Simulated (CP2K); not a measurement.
Two runs for the C K edge of 3-nitrosopyrrole. Run A: CP2K XAS_TDP, all-electron GAPW, PBEh(45%), aug-cc-pVDZ, TDA, no relativity. Run B differs in one setting.

First lines with a strength over 0.0015. A:

```csv
atom,energy (eV),states,"strength, one atom"
C3 (bonded to 2 C and N),281.42,1,0.0027
,283.82,1,0.0512
,284.81,1,0.0065
,286.22,1,0.0053
,287.15,1,0.0023
C4 (bonded to 2 C and H),281.38,1,0.0383
,283.03,1,0.0122
,284.46,1,0.0050
,284.94,1,0.0054
,285.66,1,0.0040
"C5 (bonded to C, N and H)",282.76,1,0.0527
,284.80,1,0.0111
,285.76,1,0.0041
,286.31,1,0.0017
,286.57,1,0.0041
"C7 (bonded to C, N and H)",281.49,1,0.0462
,285.23,1,0.0090
,285.36,1,0.0074
,286.31,1,0.0054
,286.99,1,0.0022
```

B:

```csv
atom,energy (eV),states,"strength, one atom"
C3 (bonded to 2 C and N),281.69,1,0.0029
,284.06,1,0.0513
,285.05,1,0.0064
,286.48,1,0.0055
,287.42,1,0.0023
C4 (bonded to 2 C and H),281.58,1,0.0386
,283.23,1,0.0122
,284.71,1,0.0050
,285.18,1,0.0056
,285.92,1,0.0042
"C5 (bonded to C, N and H)",283.04,1,0.0528
,285.09,1,0.0112
,286.05,1,0.0041
,286.60,1,0.0017
,286.85,1,0.0041
"C7 (bonded to C, N and H)",281.75,1,0.0463
,285.52,1,0.0091
,285.63,1,0.0075
,286.60,1,0.0055
,287.28,1,0.0022
```

**Question.** Which was it: the basis, scalar relativity switched on, the functional, GW2X switched on?

Scalar relativity switched on. Relativity shifts all lines of an element by nearly the same amount and keeps their strengths. Against PBEh(45%) in aug-cc-pVDZ, the leading lines move by +0.24 eV (C3, to 284.06), +0.20 eV (C4, to 281.58), +0.28 eV (C5, to 283.04) and +0.26 eV (C7, to 281.75).

[Banner, clock and machine lines of the logs are left out without a mark of their own.]

[Logs are printed without paths, hosts, clocks, repeated set-up lines and the standing remarks that a program may print on its own settings, such as how far it seeks lower states.]

[Hosts, paths, dates, database ids (printed as entryN), source tags and the programs' standing remarks are cut or masked in the printed files.]
